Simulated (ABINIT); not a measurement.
# H (P4/mmm): phonons by linear response, part 2 of 4

How does H (P4/mmm) vibrate, and is this structure a minimum?

ABINIT 10.8.3; DFT LDA, scalar-relativistic, plane waves, PseudoDojo norm-conserving pseudopotentials.

So far. Step 3 (Relaxation): The volume changes by -14.4 % in this run and stands -14.4 % from the first cell. Step 4 (Ground state): The cell stands at -0.27 GPa: the relaxation ran with a smoothed and higher cutoff and on another k mesh. The relaxed cell has a = 2.429, c = 0.999 Å (conventional setting).

### 5. Zone-centre response

At q = 0 one unit cell holds all displacements. The response is solved for single atoms along the cell's directions, and symmetry skips those that follow from others. The crystal is treated as a metal, which screens a static field, so no field response is asked.

The input, dfpt_gamma.abi:

```

# common to the responses
getwfk_filepath "gso_WFK"
kptopt 2
nqpt 1
qpt 0.0 0.0 0.0
asr 0
chneut 0

# displacements
rfphon 1
rfatpol 1 1
rfdir 1 1 1
tolvrs 1.0d-10
prtwf 0

# basis, mesh and filling
ecut 31.0
ngkpt 16 16 36
nshiftk 1
shiftk 0.0 0.0 0.0
istwfk *1
occopt 3
tsmear 0.01
nband 5
nstep 100
diemac 1000000.0
prtebands 0
prtgsr 0
useylm 1

# cell and atoms
acell 4.590894034 4.590894034 1.887211302
rprim 
    1.0 0.0 0.0
    0.0 1.0 0.0
    0.0 0.0 1.0
ntypat 1
znucl 1
natom 1
typat 1
xred 
    0.0 0.0 0.5
pp_dirpath "./pseudo"
pseudos "H.upf"
```

Run with:

```
$ OMP_NUM_THREADS=1 mpirun -n 4 abinit dfpt_gamma.abi > dfpt_gamma.log
```

dfpt_gamma.abo, the main output file:

```text
[banners, grids, parts of the stress and lines that vanish by symmetry left out]
- input  file    -> dfpt_gamma.abi
- output file    -> dfpt_gamma.abo
- root for input  files -> dfpt_gammai
- root for output files -> dfpt_gammao

 Symmetries : space group P4/m m m (#123); Bravais tP (primitive tetrag.)
================================================================================
 Values of the parameters that define the memory need of the present run (RF).
     intxc =       0      iscf =       7    lmnmax =       5     lnmax =       3
     mgfft =      24  mpssoang =       2    mqgrid =    3001     natom =       1
  nloc_mem =       1    nspden =       1   nspinor =       1    nsppol =       1
      nsym =      16    n1xccc =       0    ntypat =       1    occopt =       3
   xclevel =       1
-    mband =           5        mffmem =           1         mkmem =        1153
-   mkqmem =        1153        mk1mem =        1153           mpw =         352
      nfft =        5760          nkpt =        4612
- my_mband =           5
================================================================================
================================================================================

--------------------------------------------------------------------------------
------------- Echo of variables that govern the present computation ------------
--------------------------------------------------------------------------------
-
- outvars: echo of selected default values
-   iomode0 =  0 , fftalg0 =312 , wfoptalg0 =  0
-
- outvars: echo of global parameters not present in the input file
-  max_nthreads =    1
-
 -outvars: echo values of preprocessed input variables
 [... echo left out ...]
================================================================================

 chkinp: Checking input parameters for consistency.

================================================================================
== DATASET  1 ==================================================================
-   mpi_nproc: 4, omp_nthreads: 1 (-1 if OMP is not activated)

--- !DatasetInfo
iteration_state: {dtset: 1, }
dimensions: {natom: 1, nkpt: 4612, mband: 5, nsppol: 1, nspinor: 1, nspden: 1, mpw: 352, }
cutoff_energies: {ecut:  31.0, pawecutdg:  -1.0, }
electrons: {nelect:   1.00000000E+00, charge:   0.00000000E+00, occopt:   3.00000000E+00, tsmear:   1.00000000E-02, }
meta: {optdriver: 1, rfphon: 1, }
...

 mkfilename: getwfk from: gso_WFK

 Real(R)+Recip(G) space primitive vectors, cartesian coordinates (Bohr,Bohr^-1):
 R(1)=  4.5908940  0.0000000  0.0000000  G(1)=  0.2178225  0.0000000  0.0000000
 R(2)=  0.0000000  4.5908940  0.0000000  G(2)=  0.0000000  0.2178225  0.0000000
 R(3)=  0.0000000  0.0000000  1.8872113  G(3)=  0.0000000  0.0000000  0.5298824
 Unit cell volume ucvol=  3.9775447E+01 bohr^3
 Angles (23,13,12)=  9.00000000E+01  9.00000000E+01  9.00000000E+01 degrees
 setup1 : take into account q-point for computing boxcut.

 getcut: wavevector=  0.0000  0.0000  0.0000  ngfft=  24  24  10
         ecut(hartree)=     31.000   => boxcut(ratio)=   2.08578

--- Pseudopotential description ------------------------------------------------
- pspini: atom type   1  psp file is ./pseudo/H.upf

   3.54398665E-01                                ecore*ucvol(ha*bohr**3)
--------------------------------------------------------------------------------

 ==>  initialize data related to q vector <==

 The list of irreducible perturbations for this q vector is:
    1)    idir= 1    ipert=   1
    2)    idir= 3    ipert=   1

================================================================================

 The perturbation idir=   2  ipert=   1 is
 symmetric of a previously calculated perturbation.
 So, its SCF calculation is not needed.

--------------------------------------------------------------------------------
 Perturbation wavevector (in red.coord.)   0.000000  0.000000  0.000000
 Perturbation : displacement of atom   1   along direction   1
 Found     4 symmetries that leave the perturbation invariant.

--------------------------------------------------------------------------------

--------------------------------------------------------------------------------

 dfpt_looppert : total number of electrons, from k and k+q
  fully or partially occupied states are    1.000000E+00 and    1.000000E+00.
 Initialisation of the first-order wave-functions :
  ireadwf=   0

--- !BeginCycle
iteration_state: {dtset: 1, }
solver: {iscf: 7, nstep: 100, nline: 4, wfoptalg: 0, }
tolerances: {tolvrs: 1.00E-10, }
...

     iter   2DEtotal(Ha)        deltaE(Ha) residm    vres2
-ETOT  1  3.20107697006033E-02 -2.434E+01 6.590E-01 9.554E+01
 ETOT  2  1.21579184903986E-03 -3.079E-02 5.385E-04 5.218E+00
 ETOT  3  2.70647500322241E-06 -1.213E-03 3.309E-05 3.507E-02
 ETOT  4 -1.85402436514437E-07 -2.892E-06 3.289E-07 1.063E-04
 ETOT  5 -1.91939408367148E-07 -6.537E-09 6.069E-10 1.251E-08
 ETOT  6 -1.91940182858730E-07 -7.745E-13 5.826E-12 7.872E-11

 At SCF step    6       vres2   =  7.87E-11 < tolvrs=  1.00E-10 =>converged.
================================================================================

 Mean square residual over all n,k,spin=   80.930E-16; max=  58.261E-13

 Thirteen components of 2nd-order total energy (hartree) are
 1,2,3: 0th-order hamiltonian combined with 1st-order wavefunctions
     kin0=   1.47984562E+01 eigvalue=   8.64776583E-01  local=  -2.82539001E+00
 4,5,6: 1st-order hamiltonian combined with 1st and 0th-order wfs
 loc psp =  -3.64438657E+01  Hartree=   5.93371881E+00     xc=  -3.59150567E+00
 note that "loc psp" includes a xc core correction that could be resolved
 7,8,9: eventually, occupation + non-local contributions
    edocc=   9.37414370E+00     enl0=  -1.78152314E-01   enl1=  -1.23082286E+01
 1-9 gives the relaxation energy (to be shifted if some occ is /=2.0)
   erelax=  -2.43760471E+01
 10,11,12 Non-relaxation  contributions : frozen-wavefunctions and Ewald
 fr.local=   1.82219326E+01 fr.nonlo=   6.15411428E+00  Ewald=   0.00000000E+00
 13,14 Frozen wf xc core corrections (1) and (2)
 frxc 1  =   0.00000000E+00  frxc 2 =   0.00000000E+00
 Resulting in :
 2DEtotal=   -0.1919401829E-06 Ha. Also 2DEtotal=   -0.522295845189E-05 eV
    (2DErelax=   -2.4376047113E+01 Ha. 2DEnonrelax=    2.4376046921E+01 Ha)
    (  non-var. 2DEtotal :   -2.6329060354E-07 Ha)

--------------------------------------------------------------------------------
 Perturbation wavevector (in red.coord.)   0.000000  0.000000  0.000000
 Perturbation : displacement of atom   1   along direction   3
 Found     8 symmetries that leave the perturbation invariant.

--------------------------------------------------------------------------------

--------------------------------------------------------------------------------

 dfpt_looppert : total number of electrons, from k and k+q
  fully or partially occupied states are    1.000000E+00 and    1.000000E+00.
 Initialisation of the first-order wave-functions :
  ireadwf=   0

--- !BeginCycle
iteration_state: {dtset: 1, }
solver: {iscf: 7, nstep: 100, nline: 4, wfoptalg: 0, }
tolerances: {tolvrs: 1.00E-10, }
...

     iter   2DEtotal(Ha)        deltaE(Ha) residm    vres2
-ETOT  1  2.34628485101807E-05 -1.666E+00 6.525E-02 1.476E-01
 ETOT  2  3.88715458710109E-08 -2.342E-05 1.664E-05 3.270E-04
 ETOT  3  8.05405186987684E-10 -3.807E-08 1.164E-07 2.941E-07
 ETOT  4  7.91361753904596E-10 -1.404E-11 1.566E-09 4.368E-10
 ETOT  5  7.91315346582167E-10 -4.641E-14 3.845E-11 5.762E-13

 At SCF step    5       vres2   =  5.76E-13 < tolvrs=  1.00E-10 =>converged.
================================================================================

 Mean square residual over all n,k,spin=   15.494E-15; max=  38.445E-12

 Thirteen components of 2nd-order total energy (hartree) are
 1,2,3: 0th-order hamiltonian combined with 1st-order wavefunctions
     kin0=   2.01740081E+00 eigvalue=   6.73157993E-02  local=  -3.51305179E-01
 4,5,6: 1st-order hamiltonian combined with 1st and 0th-order wfs
 loc psp =  -1.85043258E+00  Hartree=   5.39804988E-02     xc=  -8.84394631E-02
 note that "loc psp" includes a xc core correction that could be resolved
 7,8,9: eventually, occupation + non-local contributions
    edocc=   5.74359218E-04     enl0=  -3.39050730E-02   enl1=  -1.48081091E+00
 1-9 gives the relaxation energy (to be shifted if some occ is /=2.0)
   erelax=  -1.66562174E+00
 10,11,12 Non-relaxation  contributions : frozen-wavefunctions and Ewald
 fr.local=   9.25216290E-01 fr.nonlo=   7.40405453E-01  Ewald=   0.00000000E+00
 13,14 Frozen wf xc core corrections (1) and (2)
 frxc 1  =   0.00000000E+00  frxc 2 =   0.00000000E+00
 Resulting in :
 2DEtotal=    0.7913151245E-09 Ha. Also 2DEtotal=    0.215327814961E-07 eV
    (2DErelax=   -1.6656217423E+00 Ha. 2DEnonrelax=    1.6656217431E+00 Ha)
    (  non-var. 2DEtotal :   -2.0019096381E-09 Ha)

================================================================================

 ---- first-order wavefunction calculations are completed ----

 ==> Compute Derivative Database <==

  2nd-order matrix (non-cartesian coordinates, masses not included,
   asr not included )
     j1       j2             matrix element
  dir pert dir pert     real part     imaginary part

   1    1   1    1        -0.0000002637         0.0000000000
   1    1   2    1         0.0000000000         0.0000000000
   1    1   3    1         0.0000000000         0.0000000000
   1    1   2    3         0.0000000000         0.0000000000
   1    1   3    3         0.0000000000         0.0000000000

   2    1   1    1         0.0000000000         0.0000000000
   2    1   2    1        -0.0000002637         0.0000000000
   2    1   3    1         0.0000000000         0.0000000000
   2    1   1    3         0.0000000000         0.0000000000
   2    1   3    3         0.0000000000         0.0000000000

   3    1   1    1         0.0000000000         0.0000000000
   3    1   2    1         0.0000000000         0.0000000000
   3    1   3    1        -0.0000000021         0.0000000000
   3    1   1    3         0.0000000000         0.0000000000
   3    1   2    3         0.0000000000         0.0000000000

   1    3   2    1         0.0000000000         0.0000000000
   1    3   3    1         0.0000000000         0.0000000000
   1    3   2    3         0.0000000000         0.0000000000
   1    3   3    3         0.0000000000         0.0000000000

   2    3   1    1         0.0000000000         0.0000000000
   2    3   3    1         0.0000000000         0.0000000000
   2    3   1    3         0.0000000000         0.0000000000
   2    3   3    3         0.0000000000         0.0000000000

   3    3   1    1         0.0000000000         0.0000000000
   3    3   2    1         0.0000000000         0.0000000000
   3    3   1    3         0.0000000000         0.0000000000
   3    3   2    3         0.0000000000         0.0000000000

  Dynamical matrix, in cartesian coordinates,
   if specified in the inputs, asr has been imposed
     j1       j2             matrix element
  dir pert dir pert     real part    imaginary part

   1    1   1    1        -0.0000000125         0.0000000000
   1    1   2    1         0.0000000000         0.0000000000
   1    1   3    1         0.0000000000         0.0000000000

   2    1   1    1         0.0000000000         0.0000000000
   2    1   2    1        -0.0000000125         0.0000000000
   2    1   3    1         0.0000000000         0.0000000000

   3    1   1    1         0.0000000000         0.0000000000
   3    1   2    1         0.0000000000         0.0000000000
   3    1   3    1        -0.0000000006         0.0000000000

  Phonon wavevector (reduced coordinates) :  0.00000  0.00000  0.00000
 Phonon energies in Hartree :
  -2.609285E-06 -2.609285E-06 -5.622118E-07
 Phonon frequencies in cm-1    :
- -5.726719E-01 -5.726718E-01 -1.233912E-01

== END DATASET(S) ==============================================================
================================================================================

 -outvars: echo values of variables after computation
            acell      4.5908940340E+00  4.5908940340E+00  1.8872113020E+00 Bohr
           etotal      7.9131534658E-10
            fcart      0.0000000000E+00  0.0000000000E+00  0.0000000000E+00
           strten      0.0000000000E+00  0.0000000000E+00  0.0000000000E+00
================================================================================
```

Elapsed: 14 s, on 4 MPI ranks of Arm Neoverse V1, shared host; 56 s of CPU time.

With one atom there are acoustic modes alone, which should vanish; they come out at 0.57 cm⁻¹ in size, the error that the sum rule removes later.

### 6. Zone-centre analysis

anaddb reads the merged derivatives and imposes the acoustic sum rule.

The input, anaddb.abi:

```
ddb_filepath "gamma_DDB"
output_file "anaddb.abo"
outdata_prefix "anaddb"
asr 1
chneut 1
enunit 2
eivec 1
nph1l 1
qph1l 0.0 0.0 0.0 1.0
```

The input, mrgddb.in:

```
gamma_DDB
merged
2
dfpt_gammao_DDB
gso_DDB
```

Run with:

```
$ mrgddb < mrgddb.in > mrgddb.log
$ OMP_NUM_THREADS=1 anaddb anaddb.abi > anaddb.log
```

anaddb.abo, the main output file:

```text
-outvars_anaddb: echo values of input variables ----------------------

 Miscellaneous information :
      enunit         2
       eivec         1
         asr         1
 First list of wavevector (reduced coord.) :
       nph1l         1
       qph1l
                     0.00000000E+00  0.00000000E+00  0.00000000E+00    1.000E+00

================================================================================

 read the DDB information and perform some checks

  ==== Info on the Cryst% object ====
 Real(R)+Recip(G) space primitive vectors, cartesian coordinates (Bohr,Bohr^-1):
 R(1)=  4.5908940  0.0000000  0.0000000  G(1)=  0.2178225  0.0000000  0.0000000
 R(2)=  0.0000000  4.5908940  0.0000000  G(2)=  0.0000000  0.2178225  0.0000000
 R(3)=  0.0000000  0.0000000  1.8872113  G(3)=  0.0000000  0.0000000  0.5298824
 Unit cell volume ucvol=  3.9775447E+01 bohr^3
 Angles (23,13,12)=  9.00000000E+01  9.00000000E+01  9.00000000E+01 degrees
 Time-reversal symmetry is present
 Reduced atomic positions [iatom, xred, symbol]:
    1)    0.0000000  0.0000000  0.5000000   H

 DDB file with 3 blocks has been read.

================================================================================

 Treat the first list of vectors

  Phonon wavevector (reduced coordinates) :  0.00000  0.00000  0.00000
 Phonon energies in Hartree :
   0.000000E+00  0.000000E+00  0.000000E+00
 Phonon energies in meV     :
-  0.000000E+00  0.000000E+00  0.000000E+00
 Phonon frequencies in cm-1    :
-  0.000000E+00  0.000000E+00  0.000000E+00
 Phonon frequencies in Thz     :
-  0.000000E+00  0.000000E+00  0.000000E+00
 Phonon energies in Kelvin  :
-  0.000000E+00  0.000000E+00  0.000000E+00

 Eigendisplacements
 (will be given, for each mode : in cartesian coordinates
   for each atom the real part of the displacement vector,
   then the imaginary part of the displacement vector - absolute values smaller than 1.0d-7 are set to zero)
  Mode number    1   Energy    0.000000E+00
 Attention : low frequency mode.
   (Could be unstable or acoustic mode)
-  1  0.00000000E+00  0.00000000E+00  2.33293484E-02
-     0.00000000E+00  0.00000000E+00  0.00000000E+00
  Mode number    2   Energy    0.000000E+00
 Attention : low frequency mode.
   (Could be unstable or acoustic mode)
-  1  0.00000000E+00  2.33293484E-02  0.00000000E+00
-     0.00000000E+00  0.00000000E+00  0.00000000E+00
  Mode number    3   Energy    0.000000E+00
 Attention : low frequency mode.
   (Could be unstable or acoustic mode)
-  1  2.33293484E-02  0.00000000E+00  0.00000000E+00
-     0.00000000E+00  0.00000000E+00  0.00000000E+00

 Analysis of degeneracies and characters (maximum tolerance=1.00E-06 a.u.)
 For each vibration mode, or group of modes if degenerate,
 the characters are given for each symmetry operation (see the list in the log file).
 Symmetry characters of vibration mode #   1
       degenerate with vibration modes #   2 to    3
  3.0 -3.0 -1.0  1.0 -1.0  1.0 -1.0  1.0  1.0 -1.0 -1.0  1.0  1.0 -1.0 -1.0  1.0
-
```

Wall time 0.52 s (1 thread).

Zone-centre frequencies as printed; negative means imaginary. Modes:

| mode | frequency (cm⁻¹) |
| --- | --- |
| 1 | 0 |
| 2 | 0 |
| 3 | 0 |

### 7. Sum rules set otherwise (asr 0)

Without the rule the raw error of the acoustic modes shows.

Edit anaddb.abi of step 6 so:

```diff
@@ -3,4 +3,4 @@
 outdata_prefix "anaddb"
-asr 1
-chneut 1
+asr 0
+chneut 0
 enunit 2
```

mrgddb.in is that of step 6.

anaddb.abo, the main output file:

```text
-outvars_anaddb: echo values of input variables ----------------------

 Miscellaneous information :
      enunit         2
       eivec         1
      chneut         0
 First list of wavevector (reduced coord.) :
       nph1l         1
       qph1l
                     0.00000000E+00  0.00000000E+00  0.00000000E+00    1.000E+00

================================================================================

 read the DDB information and perform some checks

  ==== Info on the Cryst% object ====
 Real(R)+Recip(G) space primitive vectors, cartesian coordinates (Bohr,Bohr^-1):
 R(1)=  4.5908940  0.0000000  0.0000000  G(1)=  0.2178225  0.0000000  0.0000000
 R(2)=  0.0000000  4.5908940  0.0000000  G(2)=  0.0000000  0.2178225  0.0000000
 R(3)=  0.0000000  0.0000000  1.8872113  G(3)=  0.0000000  0.0000000  0.5298824
 Unit cell volume ucvol=  3.9775447E+01 bohr^3
 Angles (23,13,12)=  9.00000000E+01  9.00000000E+01  9.00000000E+01 degrees
 Time-reversal symmetry is present
 Reduced atomic positions [iatom, xred, symbol]:
    1)    0.0000000  0.0000000  0.5000000   H

 DDB file with 3 blocks has been read.

================================================================================

 Treat the first list of vectors

  Phonon wavevector (reduced coordinates) :  0.00000  0.00000  0.00000
 Phonon energies in Hartree :
  -2.609285E-06 -2.609285E-06 -5.622118E-07
 Phonon energies in meV     :
- -7.100227E-02 -7.100225E-02 -1.529856E-02
 Phonon frequencies in cm-1    :
- -5.726719E-01 -5.726718E-01 -1.233912E-01
 Phonon frequencies in Thz     :
- -1.716827E-02 -1.716827E-02 -3.699176E-03
 Phonon energies in Kelvin  :
- -8.239471E-01 -8.239469E-01 -1.775324E-01

 Eigendisplacements
 (will be given, for each mode : in cartesian coordinates
   for each atom the real part of the displacement vector,
   then the imaginary part of the displacement vector - absolute values smaller than 1.0d-7 are set to zero)
  Mode number    1   Energy   -2.609285E-06
 Attention : low frequency mode.
   (Could be unstable or acoustic mode)
-  1  0.00000000E+00  2.33293484E-02  0.00000000E+00
-     0.00000000E+00  0.00000000E+00  0.00000000E+00
  Mode number    2   Energy   -2.609285E-06
 Attention : low frequency mode.
   (Could be unstable or acoustic mode)
-  1  2.33293484E-02  0.00000000E+00  0.00000000E+00
-     0.00000000E+00  0.00000000E+00  0.00000000E+00
  Mode number    3   Energy   -5.622118E-07
 Attention : low frequency mode.
   (Could be unstable or acoustic mode)
;  1  0.00000000E+00  0.00000000E+00  2.33293484E-02
;     0.00000000E+00  0.00000000E+00  0.00000000E+00

 Analysis of degeneracies and characters (maximum tolerance=1.00E-06 a.u.)
 For each vibration mode, or group of modes if degenerate,
 the characters are given for each symmetry operation (see the list in the log file).
 Symmetry characters of vibration mode #   1
        degenerate with vibration mode #   2
  2.0 -2.0  0.0  0.0 -2.0  2.0  0.0  0.0  0.0  0.0  0.0  0.0  0.0  0.0  0.0  0.0
 Symmetry characters of vibration mode #   3
  1.0 -1.0 -1.0  1.0  1.0 -1.0 -1.0  1.0  1.0 -1.0 -1.0  1.0  1.0 -1.0 -1.0  1.0
-
```

Run time: 0.51 s. Hardware: 1 thread.

This step gave:

```yaml
largest_acoustic_frequency_at_the_zone_centre_before_the_sum_rule: -0.57 cm⁻¹
```

Zone-centre frequencies as printed; negative means imaginary. Modes:

```csv
mode,frequency (cm⁻¹)
1,-0.57
2,-0.57
3,-0.12
```

(Part 2 of 4 ends here.)

[Host names and launcher messages were left out of these logs when they were recorded.]

[Logs are printed without paths, hosts, clocks, repeated set-up lines and the standing remarks that a program may print on its own settings, such as how far it seeks lower states.]

[Hosts, paths, dates, database ids (printed as entryN), source tags and the programs' standing remarks are cut or masked in the printed files.]
